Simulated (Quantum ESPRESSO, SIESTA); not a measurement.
# Birch–Murnaghan line for hcp Ti, QE, PBEsol

Calculated with Quantum ESPRESSO 7.5: PBEsol; plane waves, GBRV 1.5 ultrasoft, 45/270 Ry; k-mesh 12×12×7. The volume is changed in steps from typed lattice constants. V0 = 16.744 Å³ an atom is where a Birch–Murnaghan fit to this level's pressures, the withheld one apart, crosses zero; rows within 2.5 % of V0 are left out, since F is ill-conditioned there. Shape and atoms were relaxed at QE, PBEsol at each point.

| volume (Å³/atom) | pressure (GPa) |
| --- | --- |
| 16.012 | ? |
| 17.404 | -4.285 |
| 17.752 | -6.308 |
| 18.1 | -8.073 |
| 18.448 | -9.623 |
| 18.796 | -11.14 |

**Question.** Fit the third-order Birch–Murnaghan equation to the rows given and extrapolate to the withheld row.

Worked fit:

Take the Eulerian strain f = ½[(V0/V)^(2/3) − 1] and the normalised pressure F = P / [3f(1 + 2f)^(5/2)]. The third-order Birch–Murnaghan equation is then the line F = B0 + (3/2)B0(B′ − 4) f, so u = f and v = F.

```
     u = f  v = F (GPa)
-0.0127220      119.745
-0.0191112      121.282
-0.0252950      121.128
-0.0312838      120.509
-0.0370872      121.400
```

With n = 5: mean u = -0.0250999, mean v = 120.813, Σ(u − ū)² = 3.710e-4, Σ(u − ū)(v − v̄) = -0.015631. Slope b = -0.015631 / 3.710e-4 = -42.127; intercept a = v̄ − b ū = 119.76.

So B0 = 119.8 GPa and B′ = 4 + 2b/(3a) = 3.77. At the withheld volume f = 0.01512, F = 119.1 GPa, and P = 3f(1 + 2f)^(5/2) F.

Prediction at 16.012: 5.823 GPa. The run gave 5.745 GPa, so the fit is high by 0.078 GPa (1.4 % of the value).

A fit to this level's energies over the whole scan gives V0 = 16.747 Å³, B0 = 118.7 GPa and B′ = 3.58. Among the rows given, the largest miss of the fit is at 18.448, by 0.045 GPa (0.27 % of the range of the table).

Limits: The nuclei are static. The DFT runs use Fermi–Dirac occupations of width 0.1 eV, and energies are free energies.

[Logs are printed without paths, hosts, clocks, repeated set-up lines and the standing remarks that a program may print on its own settings, such as how far it seeks lower states.]

[Hosts, paths, dates, database ids (printed as entryN), source tags and the programs' standing remarks are cut or masked in the printed files.]
